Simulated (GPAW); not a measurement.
# free-standing square W monolayer, spacing 2.603 A: a ladder in the plane-wave cutoff, part 2 of 2

Two starts of free-standing square W monolayer, spacing 2.603 A are run at each rung of the plane-wave cutoff. Which rung is enough?

GPAW 26.7.0; RPBE; plane waves with GPAW's PAW setups, scalar-relativistic.

So far, largest spin moment in the augmentation sphere (μB): step 3 (rung 1 (250 eV), start antiferro q=(1/2,1/2,0) +-) 0.693; step 5 (cutoff 325 eV) 0.718; step 7 (cutoff 400 eV) 0.725.

## (9) Rung 4 (500 eV), start antiferro q=(1/2,1/2,0) +-

File order2.py:

```python
import json
import numpy as np
from ase import Atoms
from ase.parallel import paropen, parprint
from gpaw import GPAW

atoms = Atoms(['W', 'W'],
    cell=[[5.206, 0.0, 0.0],
         [2.603, 2.603, 0.0],
         [0.0, 0.0, 14.0]],
    scaled_positions=[[0.0, 0.0, 0.5],
         [0.5, 0.0, 0.5]],
    pbc=True,
    magmoms=[1.0, -1.0])
atoms.calc = GPAW(mode={'name': 'pw', 'ecut': 500},
    xc='RPBE',
    kpts={'size': (5, 10, 1), 'gamma': True},
    occupations={'name': 'marzari-vanderbilt', 'width': 0.15},
    convergence={'density': 1e-05, 'energy': 1e-05},
    maxiter=200,
    symmetry={'tolerance': 1e-4},
    txt='order2.txt')
e = atoms.get_potential_energy(force_consistent=True)
res = {'free_energy': e, 'energy_sigma0': atoms.get_potential_energy(), 'fermi_energy': atoms.calc.get_fermi_level()}
res['moments'] = atoms.get_magnetic_moments().tolist()
res['total'] = atoms.get_magnetic_moment()
parprint('site moments (muB):', np.round(res['moments'], 3))
parprint(f"total moment: {res['total']:.3f} muB")
parprint(f'free energy: {e:.6f} eV')
atoms.calc.write('order2.gpw')
with paropen('results.json', 'w') as f:
    json.dump(res, f)
```

On the command line:

```bash
> OMP_NUM_THREADS=1 python3 order2.py > order2.log
```

The program printed:

```text
UserWarning: Initial realspace grid (27,20,75) inconsistent with symmetries.
UserWarning: Using symmetrized grid: (27,27,75).

site moments (muB): [ 0.725 -0.725]
total moment: -0.000 muB
free energy: -15.697645 eV

--- order2.txt ---
Input parameters:
  mode=PW(ecut=500),
  convergence={'density': 1e-05, 'energy': 1e-05},
  kpts=MonkhorstPack(size=(5, 10, 1), gamma=True),
  maxiter=200,
[...]
|          8 |        -7.905 |     1.000 |        -7.905 |     1.000 |
|          9 |        -6.196 |     1.000 |        -6.196 |     1.000 |
[...]
|         17 |         1.658 |     0.000 |         1.658 |     0.000 |
|         18 |         2.889 |     0.000 |         2.889 |     0.000 |
|         19 |         3.698 |     0.000 |         3.698 |     0.000 |
|         20 |         3.837 |     0.000 |         3.837 |     0.000 |

No gap
No difference between direct/indirect transitions


[key lines of the parts left out:]
Free energy:     -15.697645
Converged in 22 steps
dipole moment: (-38.719264, -19.359635, 0.000028)  # |e|*Ang
Fermi level: -1.719
```

Run time: 2.2 min. Hardware: 1 MPI rank of Intel Xeon 6975P-C (Granite Rapids), shared host; peak memory 0.34 GiB.

This step gave:

```yaml
magnetization: 0 μB
final_state: antiferromagnetic
largest_moment: 0.7255 μB
```

This start lies -24.0 meV a seeded atom from the first, a change of -0.1 meV since rung 3; its largest moment is 0.725 μB.

## (10) Rung 5 (650 eV), start ferro +

File order1.py:

```python
import json
import numpy as np
from ase import Atoms
from ase.parallel import paropen, parprint
from gpaw import GPAW

atoms = Atoms(['W'],
    cell=[[2.603, 0.0, 0.0],
         [0.0, 2.603, 0.0],
         [0.0, 0.0, 14.0]],
    scaled_positions=[[0.0, 0.0, 0.5]],
    pbc=True,
    magmoms=[1.0])
atoms.calc = GPAW(mode={'name': 'pw', 'ecut': 650},
    xc='RPBE',
    kpts={'size': (10, 10, 1), 'gamma': True},
    occupations={'name': 'marzari-vanderbilt', 'width': 0.15},
    convergence={'density': 1e-05, 'energy': 1e-05},
    maxiter=200,
    symmetry={'tolerance': 1e-4},
    txt='order1.txt')
e = atoms.get_potential_energy(force_consistent=True)
res = {'free_energy': e, 'energy_sigma0': atoms.get_potential_energy(), 'fermi_energy': atoms.calc.get_fermi_level()}
res['moments'] = atoms.get_magnetic_moments().tolist()
res['total'] = atoms.get_magnetic_moment()
parprint('site moments (muB):', np.round(res['moments'], 3))
parprint(f"total moment: {res['total']:.3f} muB")
parprint(f'free energy: {e:.6f} eV')
atoms.calc.write('order1.gpw')
with paropen('results.json', 'w') as f:
    json.dump(res, f)
```

On the command line:

```bash
> OMP_NUM_THREADS=1 python3 order1.py > order1.log
```

The program printed:

```text
site moments (muB): [-0.]
total moment: -0.000 muB
free energy: -7.826198 eV

--- order1.txt ---
Input parameters:
  mode=PW(ecut=650),
  convergence={'density': 1e-05, 'energy': 1e-05},
  kpts=MonkhorstPack(size=(10, 10, 1), gamma=True),
  maxiter=200,
  occupations=Occupations(name='marzari-vanderbilt', width=0.15),
  symmetry=Symmetry(tolerance=0.0001),
  xc=XC(name='RPBE')

Diagonalizing LCAO Hamiltonian
[...]
|          3 |       -38.982 |     1.000 |       -38.982 |     1.000 |
|          4 |        -7.793 |     1.000 |        -7.793 |     1.000 |
[...]
|          9 |         1.590 |     0.000 |         1.590 |     0.000 |
|         10 |         2.838 |     0.000 |         2.838 |     0.000 |
|         11 |         3.663 |     0.000 |         3.663 |     0.000 |
|         12 |         3.932 |     0.000 |         3.932 |     0.000 |

No gap
No difference between direct/indirect transitions


[key lines of the parts left out:]
Free energy:      -7.826198
Converged in 15 steps
dipole moment: (-9.679306, -9.679306, 0.000014)  # |e|*Ang
Fermi level: -1.609
```

It took 22 s on 1 MPI rank; peak memory 0.22 GiB.

Numbers from this step:

```yaml
final_state: non-magnetic
```

After 15 cycles the seed has died away: no moment is left.

## (11) Rung 5 (650 eV), start antiferro q=(1/2,1/2,0) +-

order2.py is the script of step 9 with these lines changed:

```diff
@@ -14,3 +14,3 @@
     magmoms=[1.0, -1.0])
-atoms.calc = GPAW(mode={'name': 'pw', 'ecut': 500},
+atoms.calc = GPAW(mode={'name': 'pw', 'ecut': 650},
     xc='RPBE',
```

On the command line:

```bash
> OMP_NUM_THREADS=1 python3 order2.py > order2.log
```

The program printed:

```text
UserWarning: Initial realspace grid (32,24,84) inconsistent with symmetries.
UserWarning: Using symmetrized grid: (32,32,84).

site moments (muB): [ 0.725 -0.725]
total moment: -0.000 muB
free energy: -15.700342 eV

--- order2.txt ---
Input parameters:
  mode=PW(ecut=650),
  convergence={'density': 1e-05, 'energy': 1e-05},
  kpts=MonkhorstPack(size=(5, 10, 1), gamma=True),
  maxiter=200,
[...]
|          8 |        -7.905 |     1.000 |        -7.905 |     1.000 |
|          9 |        -6.196 |     1.000 |        -6.196 |     1.000 |
[...]
|         17 |         1.658 |     0.000 |         1.658 |     0.000 |
|         18 |         2.889 |     0.000 |         2.889 |     0.000 |
|         19 |         3.697 |     0.000 |         3.697 |     0.000 |
|         20 |         3.837 |     0.000 |         3.837 |     0.000 |

No gap
No difference between direct/indirect transitions


[key lines of the parts left out:]
Free energy:     -15.700342
Converged in 19 steps
dipole moment: (-38.719412, -19.359709, 0.000028)  # |e|*Ang
Fermi level: -1.719
```

Elapsed: 2.4 min, on 1 MPI rank; peak memory 0.45 GiB.

Numbers from this step:

```
magnetization  : 0 μB
final state    : antiferromagnetic
largest moment : 0.7255 μB
```

This start lies -24.0 meV a seeded atom from the first, a change of +0.0 meV since rung 4; its largest moment is 0.725 μB.

## (12) Rung 6 (800 eV), start ferro +

order1.py is the script of step 10 with these lines changed:

```diff
@@ -13,3 +13,3 @@
     magmoms=[1.0])
-atoms.calc = GPAW(mode={'name': 'pw', 'ecut': 650},
+atoms.calc = GPAW(mode={'name': 'pw', 'ecut': 800},
     xc='RPBE',
```

On the command line:

```bash
> OMP_NUM_THREADS=1 python3 order1.py > order1.log
```

The program printed:

```text
site moments (muB): [-0.]
total moment: -0.000 muB
free energy: -7.826271 eV

--- order1.txt ---
Input parameters:
  mode=PW(ecut=800),
  convergence={'density': 1e-05, 'energy': 1e-05},
  kpts=MonkhorstPack(size=(10, 10, 1), gamma=True),
  maxiter=200,
  occupations=Occupations(name='marzari-vanderbilt', width=0.15),
  symmetry=Symmetry(tolerance=0.0001),
  xc=XC(name='RPBE')

Diagonalizing LCAO Hamiltonian
[...]
|          3 |       -38.982 |     1.000 |       -38.982 |     1.000 |
|          4 |        -7.793 |     1.000 |        -7.793 |     1.000 |
[...]
|          9 |         1.590 |     0.000 |         1.590 |     0.000 |
|         10 |         2.837 |     0.000 |         2.837 |     0.000 |
|         11 |         3.662 |     0.000 |         3.662 |     0.000 |
|         12 |         3.932 |     0.000 |         3.932 |     0.000 |

No gap
No difference between direct/indirect transitions


[key lines of the parts left out:]
Free energy:      -7.826271
Converged in 15 steps
dipole moment: (-9.679306, -9.679306, 0.000014)  # |e|*Ang
Fermi level: -1.609
```

Run time: 48 s. Hardware: 1 MPI rank; peak memory 0.26 GiB.

This step gave:

```
final state : non-magnetic
```

After 15 cycles the seed has died away: no moment is left.

## (13) Rung 6 (800 eV), start antiferro q=(1/2,1/2,0) +-

order2.py is the script of step 11 with these lines changed:

```diff
@@ -14,3 +14,3 @@
     magmoms=[1.0, -1.0])
-atoms.calc = GPAW(mode={'name': 'pw', 'ecut': 650},
+atoms.calc = GPAW(mode={'name': 'pw', 'ecut': 800},
     xc='RPBE',
```

On the command line:

```bash
> OMP_NUM_THREADS=1 python3 order2.py > order2.log
```

The program printed:

```text
UserWarning: Initial realspace grid (35,25,96) inconsistent with symmetries.
UserWarning: Using symmetrized grid: (35,35,96).

site moments (muB): [ 0.725 -0.725]
total moment: -0.000 muB
free energy: -15.700465 eV

--- order2.txt ---
Input parameters:
  mode=PW(ecut=800),
  convergence={'density': 1e-05, 'energy': 1e-05},
  kpts=MonkhorstPack(size=(5, 10, 1), gamma=True),
  maxiter=200,
[...]
|          8 |        -7.905 |     1.000 |        -7.906 |     1.000 |
|          9 |        -6.196 |     1.000 |        -6.196 |     1.000 |
[...]
|         17 |         1.658 |     0.000 |         1.658 |     0.000 |
|         18 |         2.888 |     0.000 |         2.888 |     0.000 |
|         19 |         3.696 |     0.000 |         3.696 |     0.000 |
|         20 |         3.837 |     0.000 |         3.837 |     0.000 |

No gap
No difference between direct/indirect transitions


[key lines of the parts left out:]
Free energy:     -15.700465
Converged in 21 steps
dipole moment: (-38.719412, -19.359709, 0.000028)  # |e|*Ang
Fermi level: -1.719
```

It took 3.7 min on 1 MPI rank; peak memory 0.57 GiB.

Read from the output:

| Property | Result |
| --- | --- |
| magnetization | 0 μB |
| final state | antiferromagnetic |
| largest moment | 0.7254 μB |

This start lies -24.0 meV a seeded atom from the first, a change of +0.0 meV since rung 5; its largest moment is 0.725 μB.

## (14) The rungs together

Ladder, by row:

```
rung  cutoff (eV)  state from the first start  state from the second start  second less first (meV a seeded atom)  moment, first (μB)  moment, second (μB)  CPU time (s)
   1          250                non-magnetic            antiferromagnetic                                 -22.06                   0               0.6932         48.27
   2          325                non-magnetic            antiferromagnetic                                 -23.57                   0               0.7177         66.11
   3          400                non-magnetic            antiferromagnetic                                 -23.91                   0               0.7248         94.65
   4          500                non-magnetic            antiferromagnetic                                 -23.99                   0               0.7255         149.5
   5          650                non-magnetic            antiferromagnetic                                 -23.97             1.21e-4               0.7255           166
   6          800                non-magnetic            antiferromagnetic                                 -23.96             1.17e-4               0.7254         270.3
```

## (15) Outcome

| Quantity | Value |
| --- | --- |
| range of the moment in the table, second start | 0.693 to 0.725 μB |
| range of CPU time | 48 s to 4.5 min |
| range of the energy difference | -24.0 to -22.1 meV a seeded atom |
| first rung from which all stay within 2 meV of the last | 1 |

What this shows: From rung 1 on the result stays within 1.9 meV of the last rung, inside the margin of 2 meV set for it, at 18 % of the last rung's cost. The second start ends lower on every rung of the table; whether functional and cell give the true order is another question. The smearing is not Fermi–Dirac, so its width is no temperature.

[Logs and program files are shortened in this print: banners, set-up blocks, solver, clock and traceback lines can be left out without a mark of their own.]

[Logs are printed without paths, hosts, clocks, repeated set-up lines and the standing remarks that a program may print on its own settings, such as how far it seeks lower states.]

[Hosts, paths, dates, database ids (printed as entryN), source tags and the programs' standing remarks are cut or masked in the printed files.]

[Where a cell is said to come from a database of computed structures, the database is the Materials Project.]
